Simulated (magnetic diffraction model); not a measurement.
# Sc₆CoW₂: what an assumed order does to the neutron pattern

Space group P-62m (no. 189), a = 7.3990 Å, c = 3.6150 Å.

```
site  atom       x       y    z
  2d     W     2/3     1/3  1/2
  1a    Co       0       0    0
  3f    Sc  0.3891  0.3891    0
  3g    Sc  0.7602  0.7602  1/2
```

The compound is invented for this exercise: a known structure type with other elements, its cell scaled to their sizes and not relaxed.

Only Co is taken to order (form factors of Co2+); orders and moment sizes are assumed, and not adapted to the symmetry. Radiation: neutrons of λ = 2.36 Å, 5° to 70°; isotropic B of 0.11 Å² (W), 0.12 Å² (Co) and 0.17 Å² (Sc). The intensities are simulated: I ∝ L Σ (|F_N|² + |F_M⊥|²) for unpolarised neutrons, with F_M = 2.695 fm/μB × Σ f(s) S exp(2πi Q·r) exp(−B s²) at Q = H ± k (one set where k and −k are equivalent), only the part normal to Q counting and L = 1/(sin²θ cos θ). For collinear order S is the moment m, which repeats by lattice and centring translations R with the sign exp(−2πi k·R). Form factors are spin-only for 3d ions and dipole or tabulated for f ions, scattering lengths are Sears's of 1992, and absorption is left out. A label names one of the reflections at its angle. The strongest nuclear line in the range is 100, and lines under 0.2 are left out.

Assume the order k = (0 0 0), collinear moments along [101], 2.32 μB on Co.

Predict the pattern, nuclear and magnetic parts apart.

```
2θ (°)    index  nuclear  magnetic
 21.22  (1 0 0)      2.5       2.1
 37.20  (1 1 0)      8.8       0.6
 38.10  (0 0 1)      0.6       0.2
 43.22  (2 0 0)      0.1       0.4
 44.02  (1 0 1)      8.8       1.0
 54.31  (1 1 1)    100.0       0.5
 58.32  (2 1 0)     63.4       0.4
 58.96  (2 0 1)     41.4       0.4
 67.07  (3 0 0)     25.8       0.1
```

The strongest magnetic line in the range is (1 0 0) at 21.22° (2.1). On top of the Lorentz factor, which all lines share, magnetic lines fade with angle because f falls: for Co2+ it is 0.91, 0.71, 0.49 and 0.18 at sin θ/λ = 0.1, 0.2, 0.3 and 0.5 Å⁻¹, while nuclear lengths stay constant. The net moment is 2.32 μB a primitive cell.

[Logs are printed without paths, hosts, clocks, repeated set-up lines and the standing remarks that a program may print on its own settings, such as how far it seeks lower states.]
